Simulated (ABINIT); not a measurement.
## Completion of the band sum in GW: KI (Fm-3m)

Aim: few bands, with and without a completion of the sum over empty states, for KI (Fm-3m).

Main program and level: ABINIT 10.8.3; PBE and many-body steps on it, plane waves.

Report form: the programs' logs are mostly left out.

### 1. Set-up

It takes space group Fm-3m (No. 225, cubic). The conventional cell has a = 7.066 Å, b = 7.066 Å, c = 7.066 Å, α = 90.00°, β = 90.00°, γ = 90.00°. K has 6 I at 3.53 Å nearest. I has 6 K at 3.53 Å nearest. Farther neighbours and most contacts between anions are not listed.

The cell and positions come from the Crystallography Open Database and are kept as given unless a step says otherwise. Spin-orbit coupling is left out unless a step names it.

### 2. Empty states on the mesh, 4×4×4 mesh, 411 bands

This step: ABINIT 10.8.3; DFT, PBE, plane waves, norm-conserving pseudopotentials.

The sums over transitions need many empty states on a uniform mesh; this step solves for them.

The input, run.abi:

```
acell 3*1.0 Angstrom
rprim 
  0.000000000000 3.532775000000 3.532775000000
  3.532775000000 0.000000000000 3.532775000000
  3.532775000000 3.532775000000 -0.000000000000
ntypat 2
znucl 19 53
natom 2
typat 1 2
xred 
  0.000000000000 0.000000000000 0.000000000000
  0.500000000000 0.500000000000 0.500000000000
pp_dirpath "pseudos"
pseudos "K.upf, I.upf"
ecut 33
ngkpt 4 4 4
nshiftk 1
shiftk 0 0 0
kptopt 1
chksymbreak 0
iscf -2
irdden 1
istwfk *1
nband 411
nbdbuf 36
tolwfr 1e-09
nstep 60
prtvol 0
indata_prefix "in"
outdata_prefix "out"
tmpdata_prefix "tmp"
```

Started as:

```
$ OMP_NUM_THREADS=1 mpirun -n 4 abinit run.abi > log
```

Run time: 5.2 min. Hardware: 4 MPI ranks of Arm Neoverse V1, shared host; peak memory 0.59 GiB; 21 min of CPU time.

Numbers from this step:

```yaml
gap: 3.962 eV
k_of_the_valence_top: 0, 0, 0
k_of_the_conduction_bottom: 0, 0, 0
least_direct_gap: 3.962 eV
k_points_computed: 8
lowest_point_of_the_top_converged_band_above_the_valence_top: 143.2116 eV
```

On this mesh the gap is 3.962 eV.

The density comes from a self-consistent run that is not shown.

### 3. Screening, 4×4×4 mesh, 375 bands, screening to 228.6 eV

The RPA dielectric matrix is built and inverted for each q.

This step: RPA screening on PBE, plane waves, norm-conserving pseudopotentials.

run.abi: that of step 2 with these lines changed.

```diff
@@ -20,10 +20,11 @@
 chksymbreak 0
-iscf -2
-irdden 1
 istwfk *1
-nband 411
-nbdbuf 36
-tolwfr 1e-09
-nstep 60
-prtvol 0
+occopt 1
+irdwfk 1
+optdriver 3
+nband 375
+ecuteps 8.4
+inclvkb 2
+awtr 1
+symchi 1
 indata_prefix "in"
```

Wall time 5.5 min (4 MPI ranks); peak memory 4 GiB; 22 min of CPU time.

This step gave:

```
ε∞ with local fields, on this mesh, along the program's q direction : 2.656
the same without local fields                                       : 3.276
plasma frequency                                                    : 15.82 eV
plane waves in the screening matrix                                 : 701
```

Local fields lower ε∞ by 19 %.

### 4. 375 bands

The self-energy is evaluated for the states that the input lists, and the levels follow from it, in one-shot runs by the linearised quasiparticle equation.

This step: G0W0 on PBE, plane waves, norm-conserving pseudopotentials.

run.abi: that of step 3 with these lines changed.

```diff
@@ -23,8 +23,15 @@
 irdwfk 1
-optdriver 3
+optdriver 4
 nband 375
+gwcalctyp 0
+ecutsigx 33
+symsigma 1
+nkptgw 1
+kptgw 
+  0.0000000000 0.0000000000 0.0000000000
+bdgw 
+  6 12
 ecuteps 8.4
-inclvkb 2
-awtr 1
-symchi 1
+irdscr 1
+ppmodel 1
 indata_prefix "in"
```

It took 2.1 min on 4 MPI ranks; peak memory 4.6 GiB.

This step gave:

```yaml
g0w0_gap_on_the_points_computed: 6.092 eV
starting_gap_on_the_mesh: 3.962 eV
k_of_the_valence_top: 0, 0, 0
k_of_the_conduction_bottom: 0, 0, 0
z_at_the_valence_top: 0.808
z_at_the_conduction_bottom: 0.85
least_direct_g0w0_gap_on_the_computed_points: 6.092 eV
```

The gap on the mesh goes from 3.96 eV to 6.09 eV, a correction of +2.13 eV.

### 5. Screening, 4×4×4 mesh, 40 bands, screening to 228.6 eV

This step: RPA screening on PBE, plane waves, norm-conserving pseudopotentials.

run.abi: that of step 4 with these lines changed.

```diff
@@ -23,15 +23,8 @@
 irdwfk 1
-optdriver 4
-nband 375
-gwcalctyp 0
-ecutsigx 33
-symsigma 1
-nkptgw 1
-kptgw 
-  0.0000000000 0.0000000000 0.0000000000
-bdgw 
-  6 12
+optdriver 3
+nband 40
 ecuteps 8.4
-irdscr 1
-ppmodel 1
+inclvkb 2
+awtr 1
+symchi 1
 indata_prefix "in"
```

Run time: 32 s. Hardware: 4 MPI ranks; peak memory 1.1 GiB.

This step gave:

| Property | Result |
| --- | --- |
| ε∞ with local fields, on this mesh, along the program's q direction | 2.647 |
| the same without local fields | 3.269 |
| plasma frequency | 15.82 eV |
| plane waves in the screening matrix | 701 |

### 6. 40 bands

This step: G0W0 on PBE, plane waves, norm-conserving pseudopotentials.

run.abi: that of step 5 with these lines changed.

```diff
@@ -23,8 +23,15 @@
 irdwfk 1
-optdriver 3
+optdriver 4
 nband 40
+gwcalctyp 0
+ecutsigx 33
+symsigma 1
+nkptgw 1
+kptgw 
+  0.0000000000 0.0000000000 0.0000000000
+bdgw 
+  6 12
 ecuteps 8.4
-inclvkb 2
-awtr 1
-symchi 1
+irdscr 1
+ppmodel 1
 indata_prefix "in"
```

It took 16 s on 4 MPI ranks; peak memory 1.8 GiB; 64 s of CPU time.

Numbers from this step:

```
G0W0 gap on the points computed              : 5.77 eV
starting gap on the mesh                     : 3.962 eV
k of the valence top                         : 0, 0, 0
k of the conduction bottom                   : 0, 0, 0
Z at the valence top                         : 0.816
Z at the conduction bottom                   : 0.855
least direct G0W0 gap on the computed points : 5.77 eV
```

Against G0W0 in ABINIT (4×4×4 mesh, 375 bands, screening to 228.6 eV, Godby-Needs plasmon pole), the gap moves by −0.322 eV.

### 7. Screening, 4×4×4 mesh, 40 bands, screening to 228.6 eV

This step: RPA screening on PBE, plane waves, norm-conserving pseudopotentials.

run.abi: that of step 6 with these lines changed.

```diff
@@ -23,15 +23,10 @@
 irdwfk 1
-optdriver 4
+optdriver 3
 nband 40
-gwcalctyp 0
-ecutsigx 33
-symsigma 1
-nkptgw 1
-kptgw 
-  0.0000000000 0.0000000000 0.0000000000
-bdgw 
-  6 12
 ecuteps 8.4
-irdscr 1
-ppmodel 1
+inclvkb 2
+awtr 1
+symchi 1
+gwcomp 1
+gwencomp 1.5
 indata_prefix "in"
```

Elapsed: 84 s, on 4 MPI ranks; peak memory 1.4 GiB.

This step gave:

| Property | Result |
| --- | --- |
| ε∞ with local fields, on this mesh, along the program's q direction | 2.655 |
| the same without local fields | 3.269 |
| plasma frequency | 15.82 eV |
| plane waves in the screening matrix | 701 |

### 8. 40 bands, completed

This step: G0W0 on PBE, plane waves, norm-conserving pseudopotentials.

run.abi: that of step 7 with these lines changed.

```diff
@@ -23,8 +23,15 @@
 irdwfk 1
-optdriver 3
+optdriver 4
 nband 40
+gwcalctyp 0
+ecutsigx 33
+symsigma 1
+nkptgw 1
+kptgw 
+  0.0000000000 0.0000000000 0.0000000000
+bdgw 
+  6 12
 ecuteps 8.4
-inclvkb 2
-awtr 1
-symchi 1
+irdscr 1
+ppmodel 1
 gwcomp 1
```

The job ended after 18 s (4 MPI ranks; peak memory 1.8 GiB; 70 s of CPU time).

Numbers from this step:

```yaml
g0w0_gap_on_the_points_computed: 6.108 eV
starting_gap_on_the_mesh: 3.962 eV
k_of_the_valence_top: 0, 0, 0
k_of_the_conduction_bottom: 0, 0, 0
least_direct_g0w0_gap_on_the_computed_points: 6.108 eV
```

Against G0W0 in ABINIT (4×4×4 mesh, 375 bands, screening to 228.6 eV, Godby-Needs plasmon pole), the gap moves by +0.016 eV.

### 9. Screening, 4×4×4 mesh, 138 bands, screening to 228.6 eV

This step: RPA screening on PBE, plane waves, norm-conserving pseudopotentials.

run.abi: that of step 8 with these lines changed.

```diff
@@ -23,17 +23,8 @@
 irdwfk 1
-optdriver 4
-nband 40
-gwcalctyp 0
-ecutsigx 33
-symsigma 1
-nkptgw 1
-kptgw 
-  0.0000000000 0.0000000000 0.0000000000
-bdgw 
-  6 12
+optdriver 3
+nband 138
 ecuteps 8.4
-irdscr 1
-ppmodel 1
-gwcomp 1
-gwencomp 1.5
+inclvkb 2
+awtr 1
+symchi 1
 indata_prefix "in"
```

Run time: 1.9 min. Hardware: 4 MPI ranks; peak memory 1.9 GiB; 7.6 min of CPU time.

This step gave:

```yaml
eps_infinity_with_local_fields_on_this_mesh_along_the_program_s_q_direction: 2.656
the_same_without_local_fields: 3.275
plasma_frequency: 15.82 eV
plane_waves_in_the_screening_matrix: 701
```

### 10. 138 bands

This step: G0W0 on PBE, plane waves, norm-conserving pseudopotentials.

run.abi: that of step 9 with these lines changed.

```diff
@@ -23,8 +23,15 @@
 irdwfk 1
-optdriver 3
+optdriver 4
 nband 138
+gwcalctyp 0
+ecutsigx 33
+symsigma 1
+nkptgw 1
+kptgw 
+  0.0000000000 0.0000000000 0.0000000000
+bdgw 
+  6 12
 ecuteps 8.4
-inclvkb 2
-awtr 1
-symchi 1
+irdscr 1
+ppmodel 1
 indata_prefix "in"
```

Elapsed: 48 s, on 4 MPI ranks; peak memory 2.6 GiB.

This step gave:

```yaml
g0w0_gap_on_the_points_computed: 5.998 eV
starting_gap_on_the_mesh: 3.962 eV
k_of_the_valence_top: 0, 0, 0
k_of_the_conduction_bottom: 0, 0, 0
least_direct_g0w0_gap_on_the_computed_points: 5.998 eV
```

Against G0W0 in ABINIT (4×4×4 mesh, 375 bands, screening to 228.6 eV, Godby-Needs plasmon pole), the gap moves by −0.094 eV.

### 11. Screening, 4×4×4 mesh, 138 bands, screening to 228.6 eV

This step: RPA screening on PBE, plane waves, norm-conserving pseudopotentials.

run.abi: that of step 10 with these lines changed.

```diff
@@ -23,15 +23,10 @@
 irdwfk 1
-optdriver 4
+optdriver 3
 nband 138
-gwcalctyp 0
-ecutsigx 33
-symsigma 1
-nkptgw 1
-kptgw 
-  0.0000000000 0.0000000000 0.0000000000
-bdgw 
-  6 12
 ecuteps 8.4
-irdscr 1
-ppmodel 1
+inclvkb 2
+awtr 1
+symchi 1
+gwcomp 1
+gwencomp 1.5
 indata_prefix "in"
```

Run time: 3.1 min. Hardware: 4 MPI ranks; peak memory 2.2 GiB.

This step gave:

```
ε∞ with local fields, on this mesh, along the program's q direction : 2.656
the same without local fields                                       : 3.275
plasma frequency                                                    : 15.82 eV
plane waves in the screening matrix                                 : 701
```

### 12. 138 bands, completed

This step: G0W0 on PBE, plane waves, norm-conserving pseudopotentials.

run.abi: that of step 11 with these lines changed.

```diff
@@ -23,8 +23,15 @@
 irdwfk 1
-optdriver 3
+optdriver 4
 nband 138
+gwcalctyp 0
+ecutsigx 33
+symsigma 1
+nkptgw 1
+kptgw 
+  0.0000000000 0.0000000000 0.0000000000
+bdgw 
+  6 12
 ecuteps 8.4
-inclvkb 2
-awtr 1
-symchi 1
+irdscr 1
+ppmodel 1
 gwcomp 1
```

The job ended after 52 s (4 MPI ranks; peak memory 2.7 GiB).

This step gave:

- G0W0 gap on the points computed: 6.108 eV
- starting gap on the mesh: 3.962 eV
- k of the valence top: 0, 0, 0
- k of the conduction bottom: 0, 0, 0
- least direct G0W0 gap on the computed points: 6.108 eV

Against G0W0 in ABINIT (4×4×4 mesh, 375 bands, screening to 228.6 eV, Godby-Needs plasmon pole), the gap moves by +0.016 eV.

### 13. Side by side

Times are wall times on 4 MPI ranks of Arm Neoverse V1, shared host, good to a factor of about two. A run's time includes the screening step that it read.

| run | mesh | bands | screening cutoff (eV) | DFT gap (eV) | gap on the mesh (eV) | direct (eV) | ε∞ used | time |
| --- | --- | --- | --- | --- | --- | --- | --- | --- |
| 375 bands | 4×4×4 | 375 | 228.6 | 3.962 | 6.092 | 6.092 | 2.66 | 7.5 min |
| 40 bands | 4×4×4 | 40 | 228.6 | 3.962 | 5.770 | 5.770 | 2.65 | 48 s |
| 40 bands, completed | 4×4×4 | 40 | 228.6 | 3.962 | 6.108 | 6.108 | 2.66 | 1.7 min |
| 138 bands | 4×4×4 | 138 | 228.6 | 3.962 | 5.998 | 5.998 | 2.66 | 2.7 min |
| 138 bands, completed | 4×4×4 | 138 | 228.6 | 3.962 | 6.108 | 6.108 | 2.66 | 4 min |

### 14. Outcome

```
375 bands            : 6.092 eV
40 bands             : 5.770 eV
40 bands, completed  : 6.108 eV
138 bands            : 5.998 eV
138 bands, completed : 6.108 eV
```

40 bands: −0.322 eV against 375 bands. 40 bands, completed: +0.016 eV against 375 bands. 138 bands: −0.094 eV against 375 bands. 138 bands, completed: +0.016 eV against 375 bands. The row with most bands is itself short of the limit, so it is no exact reference, and agreement of a truncated run with it can be a cancellation between the edges. In the G0W0 runs levels were corrected at 1 k point alone, so a gap called «on the mesh» is the least over those, and an edge elsewhere would be missed. The many-body steps are scalar-relativistic: spin-orbit coupling is not in them.

[Paths, hosts, dates, memory and timing lines, banners, echoed tables and standing remarks are left out of the program output.]

[Logs are printed without paths, hosts, clocks, repeated set-up lines and the standing remarks that a program may print on its own settings, such as how far it seeks lower states.]

[Runs of the session that timed out or met a known fault of the program may be left out.]

[Hosts, paths, dates, database ids (printed as entryN), source tags and the programs' standing remarks are cut or masked in the printed files.]

[G0W0 gaps are taken among the corrected bands and points alone; a level outside them can change the order at an edge.]

[Where Ansatz stands beside ABINIT at settings called matched, ABINIT's density can come from a denser mesh and the files from another edition; pairs whose starting gaps differed by over 0.03 eV were left out, so agreement reads better than it is.]
